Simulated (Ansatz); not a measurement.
# Phonons of TiRe (Pm-3m) against volume, part 2 of 2

Does TiRe (Pm-3m) expand much on heating, by its phonons?

Ansatz 0.2.0; DFT PBEsol, scalar-relativistic, plane waves, PAW; PAW set soft_1.

So far, highest frequency on path, mesh or solved points (cm⁻¹): step 2 (phonons on a q mesh) 339.

## 4. Phonons at the other volume, volume ratio 0.97

The phonons are repeated at this volume on the same meshes, so that differences come from the volume alone.

Contents of input.yaml:

```yaml
crystal:
  lattice:
    - [3.051849092, 0.0, 0.0]
    - [0.0, 3.051849092, 0.0]
    - [0.0, 0.0, 3.051849092]
  atoms:
    - { symbol: Ti, position: [0.5, 0.5, 0.5] }
    - { symbol: Re, position: [0.0, 0.0, 0.0] }
kpoints:
  mp_grid: { grid: [16, 16, 16] }
hamiltonian:
  xc: pbesol
  pseudopotentials: { kind: paw, azcp: { folder: soft_1 }, xc_functional: pbe }
scf:
  occupations: { method: methfessel_paxton, width: 0.2 }
output:
  eigenvalues: true
phonons:
  method: dfpt
  qmesh: [4, 4, 4]
  temperatures: { t_max: 1000, t_step: 50 }
  qpath:
    path:
      - [[0.0, 0.0, 0.0], [0.0, 0.5, 0.0], [0.5, 0.5, 0.0], [0.0, 0.0, 0.0], [0.5, 0.5, 0.5], [0.0, 0.5, 0.0]]
      - [[0.5, 0.5, 0.5], [0.5, 0.5, 0.0]]
    npoints: 10
```

Command:

```console
ansatz run input.yaml --threads 4 --pin off --max-ram 10240MiB --backend cpu --events-out ev --progress --plain --runs-dir out
```

The log of the run:

```text
[...]
Crystal: 2 atoms, lattice volume = 28.424 Å³
Basis set: ecut = 420 eV, 587 PW (Γ), exchange–correlation on 48×48×48 points (8 copies of the dense FFT grid, shifted against one another)
Bands: 18, of which v1, the nominal top of the filled ones, is band 14 counted from 1 (13 counted from 0)
Symmetry: 48 space group operations
k-points: 165 of 4096
[...]
SCF iter   1: F=—  HF=-13213.662906 eV  |F-HF|=—  |Δ(HF+E_count)|=         —  Δρ=8.30e-2  dr2=2.75e0  ethr=3.10e-3  ⟨swp⟩=4.0  Hψ=11482  notcnv=0
[...]
SCF iter   8: F=-13213.044241 eV  HF=-13213.044241 eV  |F-HF|=0.00e0  |Δ(HF+E_count)|=  4.55e-11  S|Δr|=    0.00e0  Δρ=4.20e-8  dr2=4.14e-13  ethr=1.00e-12  ⟨swp⟩=4.1  Hψ=12574  notcnv=0
SCF 1 converged in 8 iterations: F = -13213.044241 eV  dr2 = 4.14e-13
[...]
NSCF: frozen V_eff on 165 k-points
[...]
SCF converged after 8 iterations
[...]
Free energy (F): -13213.044241 eV
[...]
Internal energy: -13213.046954 eV  (E = F + TS)
E sigma→0 (E₀):  -13213.044919 eV
Entropy (-TS):   0.002713 eV (1.357 meV/atom)
Fermi energy:    20.149525 eV
[...]
--- Band table (eV; the first three rows and the last of 165) ---
  k-point 0: bands = [... 10 lower, 15.5610, 20.1000, 20.1000, 20.1000, 23.2504, 23.2504, 25.3382, 25.3382]
  k-point 1: bands = [... 10 lower, 15.6345, 20.0838, 20.0838, 20.1373, 23.1442, 23.2876, 25.0893, 25.0893]
  k-point 2: bands = [... 10 lower, 15.8474, 20.0399, 20.0399, 20.2479, 22.8399, 23.3947, 24.5018, 24.5018]
  k-point 164: bands = [... 10 lower, 17.4808, 19.4548, 19.4548, 19.4548, 23.5124, 23.5124, 24.2179, 24.2179]
[...]
ASR residual: 2.692e-5 → 0.000e0 eV/Å²; symmetrization residual: 4.884e-6 eV/Å²
  ASR residual per site (eV/Å²): 2.03e-5 2.69e-5
  Γ frequencies (cm⁻¹): 0.00 0.00 0.00 294.97 294.97 294.97
--- Phonons (arbitrary-q DFPT): 10 irreducible q on the 4×4×4 mesh ---
[...]
interpolated dispersion: 62 rows × 6 modes
[...]
```

It took 14 min on 4 threads of Arm Neoverse N1, shared host; peak memory 3.1 GiB; 56 min of CPU time.

This step gave:

- sum-rule residual before enforcement: 2.69e-5 eV/Å²
- highest frequency on path, mesh or solved points: 355.8 cm⁻¹
- mean frequency: 212.8 cm⁻¹
- Debye temperature (second moment): 426 K
- logarithmic mean frequency: 193.7 cm⁻¹
- highest optical mode at the zone centre (no LO-TO term): 295.0 cm⁻¹
- lowest optical zone-centre mode: 295.0 cm⁻¹
- lowest mode on the q mesh (acoustic modes at Γ apart): 69.14 cm⁻¹
- zero-point energy per atom: 39.58 meV
- heat capacity at 300 K: 22.64 J/(mol atoms K)
- vibrational entropy at 300 K: 27.99 J/(mol atoms K)
- edges of the widest gap between branches, on path and mesh: 178.5, 204 cm⁻¹

Frequencies (cm⁻¹) solved at each irreducible wavevector; negative means imaginary. Frequencies by wavevector, by row:

| q in reciprocal lattice units | star | mode 1 | mode 2 | mode 3 | mode 4 | mode 5 | mode 6 |
| --- | --- | --- | --- | --- | --- | --- | --- |
| 0 0 0 | 1 | 0 | 0 | 0 | 295 | 295 | 295 |
| 0 0 0.25 | 6 | 69.1 | 69.1 | 134.6 | 260.1 | 260.1 | 318.1 |
| 0 0 -0.5 | 3 | 121.5 | 121.5 | 178.5 | 204 | 204 | 355.8 |
| 0 0.25 0.25 | 12 | 105.1 | 106.5 | 153.8 | 256.4 | 291.1 | 317.6 |
| 0 0.25 -0.5 | 12 | 134.3 | 142.9 | 153.8 | 236.2 | 289.7 | 344.8 |
| 0 -0.5 -0.5 | 3 | 143 | 143 | 167.2 | 269.1 | 327.3 | 327.3 |
| 0.25 0.25 0.25 | 8 | 123 | 123 | 148.7 | 291.6 | 291.6 | 300.3 |
| 0.25 0.25 -0.5 | 12 | 138.7 | 143.4 | 151.2 | 266.1 | 308.5 | 334 |
| 0.25 -0.5 -0.5 | 6 | 147.7 | 147.7 | 150.1 | 281 | 323.6 | 323.6 |
| -0.5 -0.5 -0.5 | 1 | 149.6 | 149.6 | 149.6 | 323 | 323 | 323 |

The highest optical mode at the zone centre (no LO-TO term) is 295.0 cm⁻¹, +16.2 cm⁻¹ against the base run.

## 5. Relaxing at another volume, volume ratio 1.03

The volume is scaled by 1.03 and held; symmetry leaves nothing to relax, so this is a single point. The modes can then be followed against volume.

input.yaml, the sections that differ from step 4:

```yaml
crystal:
  lattice:
    - [3.1135192244, 0.0, 0.0]
    - [0.0, 3.1135192244, 0.0]
    - [0.0, 0.0, 3.1135192244]
  atoms:
    - { symbol: Ti, position: [0.5, 0.5, 0.5] }
    - { symbol: Re, position: [0.0, 0.0, 0.0] }
output:
  forces: true
  stress: true
  eigenvalues: true
# kpoints, hamiltonian, scf: as in step 4
# phonons: removed
```

The log of the run:

```text
[...]
Crystal: 2 atoms, lattice volume = 30.182 Å³
Basis set: ecut = 420 eV, 619 PW (Γ), exchange–correlation on 48×48×48 points (8 copies of the dense FFT grid, shifted against one another)
Bands: 18, of which v1, the nominal top of the filled ones, is band 14 counted from 1 (13 counted from 0)
Symmetry: 48 space group operations
[...]
k-points: 165 of 4096
[...]
--- Band table (eV; the first three rows and the last of 165) ---
  k-point 0: bands = [... 10 lower, 14.5949, 18.7708, 18.7708, 18.7708, 21.7113, 21.7113, 23.6006, 23.6006]
  k-point 1: bands = [... 10 lower, 14.6602, 18.7555, 18.7555, 18.8053, 21.6169, 21.7446, 23.3752, 23.3752]
  k-point 2: bands = [... 10 lower, 14.8484, 18.7142, 18.7142, 18.9078, 21.3454, 21.8402, 22.8394, 22.8394]
  k-point 164: bands = [... 10 lower, 16.2582, 18.1315, 18.1315, 18.1315, 21.8859, 21.8859, 22.5930, 22.5930]
[key lines of the parts left out:]
SCF converged after 7 iterations
Free energy (F): -13213.046310 eV
Fermi energy:    18.761162 eV
P = ⅓ Tr σ = -6.8162 GPa (-68.162 kbar)
```

Wall time 2.7 s (4 threads); peak memory 0.38 GiB; 9.3 s of CPU time.

Read from the output:

| Property | Result |
| --- | --- |
| pressure | -6.816 GPa |
| volume per atom | 15.09 Å³ |

The run ends at a pressure of -6.82 GPa.

## 6. Phonons at the other volume, volume ratio 1.03

The phonons are repeated at this volume on the same meshes, so that differences come from the volume alone.

Edit input.yaml of step 5 so:

```diff
@@ -16,4 +16,11 @@
 output:
-  forces: true
-  stress: true
   eigenvalues: true
+phonons:
+  method: dfpt
+  qmesh: [4, 4, 4]
+  temperatures: { t_max: 1000, t_step: 50 }
+  qpath:
+    path:
+      - [[0.0, 0.0, 0.0], [0.0, 0.5, 0.0], [0.5, 0.5, 0.0], [0.0, 0.0, 0.0], [0.5, 0.5, 0.5], [0.0, 0.5, 0.0]]
+      - [[0.5, 0.5, 0.5], [0.5, 0.5, 0.0]]
+    npoints: 10
```

The log of the run:

```text
[...]
Crystal: 2 atoms, lattice volume = 30.182 Å³
Basis set: ecut = 420 eV, 619 PW (Γ), exchange–correlation on 48×48×48 points (8 copies of the dense FFT grid, shifted against one another)
Bands: 18, of which v1, the nominal top of the filled ones, is band 14 counted from 1 (13 counted from 0)
Symmetry: 48 space group operations
k-points: 165 of 4096
[...]
k-point 164: bands = [... 10 lower, 16.2582, 18.1315, 18.1315, 18.1315, 21.8859, 21.8859, 22.5930, 22.5930]
[...]
ASR residual: 3.814e-5 → 0.000e0 eV/Å²; symmetrization residual: 4.426e-6 eV/Å²
  ASR residual per site (eV/Å²): 1.54e-5 3.81e-5
  Γ frequencies (cm⁻¹): 0.00 0.00 0.00 263.47 263.47 263.47
--- Phonons (arbitrary-q DFPT): 10 irreducible q on the 4×4×4 mesh ---
[...]
interpolated dispersion: 62 rows × 6 modes
[...]
[key lines of the parts left out:]
SCF converged after 9 iterations
Free energy (F): -13213.046310 eV
Fermi energy:    18.761160 eV
```

It took 15 min on 4 threads; peak memory 3.2 GiB.

This step gave:

```yaml
sum_rule_residual_before_enforcement: 3.81e-5 eV/Å²
highest_frequency_on_path_mesh_or_solved_points: 322.2 cm⁻¹
mean_frequency: 191.1 cm⁻¹
debye_temperature_second_moment: 383 K
logarithmic_mean_frequency: 174.1 cm⁻¹
highest_optical_mode_at_the_zone_centre_no_lo_to_term: 263.5 cm⁻¹
lowest_optical_zone_centre_mode: 263.5 cm⁻¹
lowest_mode_on_the_q_mesh_acoustic_modes_at_gamma_apart: 61.92 cm⁻¹
zero_point_energy_per_atom: 35.54 meV
heat_capacity_at_300_k: 23.05 J/(mol atoms K)
vibrational_entropy_at_300_k: 30.42 J/(mol atoms K)
edges_of_the_widest_gap_between_branches_on_path_and_mesh: 158, 182.4 cm⁻¹
```

Frequencies (cm⁻¹) solved at each irreducible wavevector; negative means imaginary. Frequencies by wavevector, by row:

| q in reciprocal lattice units | star | mode 1 | mode 2 | mode 3 | mode 4 | mode 5 | mode 6 |
| --- | --- | --- | --- | --- | --- | --- | --- |
| 0 0 0 | 1 | 0 | 0 | 0 | 263.5 | 263.5 | 263.5 |
| 0 0 0.25 | 6 | 61.9 | 61.9 | 120.4 | 232.9 | 232.9 | 287 |
| 0 0 -0.5 | 3 | 111.5 | 111.5 | 158 | 182.4 | 182.4 | 322.2 |
| 0 0.25 0.25 | 12 | 96.5 | 97 | 136.9 | 230.2 | 262.7 | 283.2 |
| 0 0.25 -0.5 | 12 | 119.5 | 132.9 | 137.8 | 212.3 | 257.9 | 310.5 |
| 0 -0.5 -0.5 | 3 | 127.7 | 127.7 | 156.5 | 243.2 | 291 | 291 |
| 0.25 0.25 0.25 | 8 | 111.1 | 111.1 | 133.2 | 260.6 | 260.6 | 270.1 |
| 0.25 0.25 -0.5 | 12 | 125.5 | 127.7 | 135.1 | 238.4 | 276.7 | 300.6 |
| 0.25 -0.5 -0.5 | 6 | 130.5 | 130.5 | 133.8 | 253.2 | 289.6 | 289.6 |
| -0.5 -0.5 -0.5 | 1 | 131.6 | 131.6 | 131.6 | 293 | 293 | 293 |

The highest optical mode at the zone centre (no LO-TO term) is 263.5 cm⁻¹, -15.3 cm⁻¹ against the base run.

## 7. Grüneisen parameters

The Grüneisen parameter of a mode is minus the logarithmic change of its frequency with volume, −d ln ω / d ln V; weighted by heat capacity it gives the expansion.

This step gave:

```
bulk modulus : 246 GPa
```

The phonon branches at the labelled points (cm⁻¹):

| point | branch 1 | branch 2 | branch 3 | branch 4 | branch 5 | branch 6 |
| --- | --- | --- | --- | --- | --- | --- |
| Γ | 0 | 0 | 0 | 279 | 279 | 279 |
| halfway | 66 | 66 | 127 | 246 | 246 | 302 |
| X | 116 | 116 | 168 | 193 | 193 | 339 |
| halfway | 127 | 138 | 146 | 224 | 274 | 327 |
| M | 135 | 135 | 162 | 256 | 309 | 309 |
| halfway | 101 | 102 | 145 | 243 | 277 | 300 |
| Γ | 0 | 0 | 0 | 279 | 279 | 279 |
| halfway | 117 | 117 | 141 | 276 | 276 | 285 |
| R | 140 | 140 | 140 | 308 | 308 | 308 |
| halfway | 132 | 135 | 143 | 252 | 292 | 317 |
| X | 116 | 116 | 168 | 193 | 193 | 339 |
| jump to R | 140 | 140 | 140 | 308 | 308 | 308 |
| halfway | 139 | 139 | 142 | 267 | 306 | 306 |
| M | 135 | 135 | 162 | 256 | 309 | 309 |

The same for volume x 0.97:

| point | branch 1 | branch 2 | branch 3 | branch 4 | branch 5 | branch 6 |
| --- | --- | --- | --- | --- | --- | --- |
| Γ | 0 | 0 | 0 | 295 | 295 | 295 |
| X | 122 | 122 | 178 | 204 | 204 | 356 |
| M | 143 | 143 | 167 | 269 | 327 | 327 |
| Γ | 0 | 0 | 0 | 295 | 295 | 295 |
| R | 150 | 150 | 150 | 323 | 323 | 323 |
| X | 122 | 122 | 178 | 204 | 204 | 356 |
| R | 150 | 150 | 150 | 323 | 323 | 323 |
| M | 143 | 143 | 167 | 269 | 327 | 327 |

The same for volume x 1.03:

| point | branch 1 | branch 2 | branch 3 | branch 4 | branch 5 | branch 6 |
| --- | --- | --- | --- | --- | --- | --- |
| Γ | 0 | 0 | 0 | 264 | 264 | 264 |
| X | 112 | 112 | 158 | 182 | 182 | 322 |
| M | 128 | 128 | 156 | 243 | 291 | 291 |
| Γ | 0 | 0 | 0 | 264 | 264 | 264 |
| R | 132 | 132 | 132 | 293 | 293 | 293 |
| X | 112 | 112 | 158 | 182 | 182 | 322 |
| R | 132 | 132 | 132 | 293 | 293 | 293 |
| M | 128 | 128 | 156 | 243 | 291 | 291 |

The first set of phonon branches as a text plot (rows in cm⁻¹):

```
    348 |
    334 |      *****                                  ****
    319 |    **     ***                             **
    304 |   *        *********           ***********      *******
    289 | **        *      ** **        *  **    *  *      *
    274 |**                  **************       *  *      *
    259 |  *       *   **      *    ***            *  *      ****
    245 |   *        **  ******                     **
    230 |    *    * *                                 **
    215 |     *    *                                   *
    200 |      ****                                     **
    185 |
    170 |      ***                                       *
    156 |     *   ** *****                            ***     ***
    141 |    *      **********         ***************    *******
    126 |   *     ****   **** *      **  **         ****
    111 |      ***         **  *        *               **
     96 |     *              *      *  *
     82 |  * *                * *    **
     67 |   *                  *
     52 | *                    **  **
     37 |* *                    **
     22 | *                      * *
      7 |*                        *
         Γ      X      M          Γ            R        X|R     M
```

Mode Grueneisen parameter -dln(w)/dln(V), modes matched by rank; at Γ the acoustic branches take the value of a neighbouring point of the path. Mode grüneisen parameters along the path, in :

| point | branch 1 | branch 2 | branch 3 | branch 4 | branch 5 | branch 6 |
| --- | --- | --- | --- | --- | --- | --- |
| Γ | 2.11 | 2.11 | 1.61 | 1.88 | 1.88 | 1.88 |
| halfway | 1.83 | 1.83 | 1.86 | 1.84 | 1.84 | 1.71 |
| X | 1.43 | 1.43 | 2.03 | 1.86 | 1.86 | 1.65 |
| halfway | 1.95 | 1.21 | 1.83 | 1.78 | 1.94 | 1.75 |
| M | 1.89 | 1.89 | 1.10 | 1.69 | 1.96 | 1.96 |
| halfway | 1.42 | 1.56 | 1.94 | 1.80 | 1.71 | 1.91 |
| Γ | 2.00 | 1.01 | 1.95 | 1.88 | 1.88 | 1.88 |
| halfway | 1.70 | 1.70 | 1.83 | 1.87 | 1.87 | 1.77 |
| R | 2.14 | 2.14 | 2.14 | 1.62 | 1.62 | 1.62 |
| halfway | 1.67 | 1.94 | 1.88 | 1.83 | 1.81 | 1.76 |
| X | 1.43 | 1.43 | 2.03 | 1.86 | 1.86 | 1.65 |
| jump to R | 2.14 | 2.14 | 2.14 | 1.62 | 1.62 | 1.62 |
| halfway | 2.06 | 2.06 | 1.92 | 1.74 | 1.84 | 1.84 |
| M | 1.89 | 1.89 | 1.10 | 1.69 | 1.96 | 1.96 |

The mode Grüneisen parameters as a text plot (rows in , shown from 1.1 to 2.2 only):

```
   2.13 |*                                  ******        **
   2.09 |                                        * *        *
   2.04 | *     *                  *       **     *      *   *
   2.00 |  *  ** *  *            **               *
   1.96 |           **********  *** *      *       **   *     ***
   1.91 |    *   ***  *** *******        **            **    ****
   1.87 |****   ** * ** **     ************         ******
   1.82 |   ****  * **    *   ***      ****        ****      *
   1.78 |  *       **     ****      *   ****      ****      *
   1.74 |    *    * **    ***  *     ***    *     *  *     ****
   1.69 |  ***    **  **** ****         *        *    *    *   **
   1.65 | *   ****                           *  *   *  ****
   1.60 |*                    *        *      **
   1.56 |                    *                       * *
   1.52 |                            **               *
   1.47 |      * *                                     **     *
   1.43 |       **           **                         **
   1.39 |                           *
   1.34 |         *
   1.30 |                  **      *
   1.25 |          *           *                               *
   1.21 |                 *
   1.17 |           *
   1.12 |            *****                                      *
         Γ      X      M          Γ            R        X|R     M
```

(dS/dlnV)/C_V. The thermodynamic Grueneisen parameter by temperature:

| temperature (K) | thermodynamic Grueneisen parameter |
| --- | --- |
| 50 | 1.73 |
| 100 | 1.76 |
| 150 | 1.77 |
| 200 | 1.77 |
| 250 | 1.77 |
| 300 | 1.77 |
| 350 | 1.78 |
| 400 | 1.78 |
| 450 | 1.78 |
| 500 | 1.78 |
| 550 | 1.78 |
| 600 | 1.78 |
| 650 | 1.78 |
| 700 | 1.78 |
| 750 | 1.78 |
| 800 | 1.78 |
| 850 | 1.78 |
| 900 | 1.78 |
| 950 | 1.78 |
| 1000 | 1.78 |

Gamma C_V/(B V) at the static volume. The volume expansion by temperature:

| temperature (K) | volume expansion (1e-6/K) |
| --- | --- |
| 50 | 4.07 |
| 100 | 10.9 |
| 150 | 14.8 |
| 200 | 16.9 |
| 250 | 18.0 |
| 300 | 18.7 |
| 350 | 19.1 |
| 400 | 19.4 |
| 450 | 19.6 |
| 500 | 19.8 |
| 550 | 19.9 |
| 600 | 20.0 |
| 650 | 20.0 |
| 700 | 20.1 |
| 750 | 20.1 |
| 800 | 20.2 |
| 850 | 20.2 |
| 900 | 20.2 |
| 950 | 20.2 |
| 1000 | 20.3 |

## 8. Results

* bulk modulus: 246 GPa
* thermodynamic Grüneisen parameter at 300 K: 1.775
* volume expansion at 300 K, estimated: 18.69 × 10⁻⁶ K⁻¹

By this estimate the volume grows by 18.7 × 10⁻⁶ per kelvin at 300 K. The highest optical mode at Γ goes from 295 to 263 cm⁻¹ as the cell grows, a Grüneisen parameter of 1.88. Mode parameters on the path run from 1.0 to 2.2, with a median of 1.8. Branches are matched by rank, so values near crossings are rough. The expansion is the Grüneisen estimate at the static volume, with the static bulk modulus. With no gap, or one that is small against the smearing, the frequencies hang on the k mesh and the smearing, most of all near Kohn anomalies. The phonon runs are without spin polarisation, although the cell has an odd electron count. Spin-orbit coupling is left out, which can matter for the heavy elements here. The PAW files were made for PBE and serve the other functionals too.

[Long decimals in the printed logs are rounded to 6 places.]

[Logs are printed without paths, hosts, clocks, repeated set-up lines and the standing remarks that a program may print on its own settings, such as how far it seeks lower states.]

[Hosts, paths, dates, database ids (printed as entryN), source tags and the programs' standing remarks are cut or masked in the printed files.]

[Where the starting crystal was built by hand or by swapping elements, it need not be the compound's stable phase.]
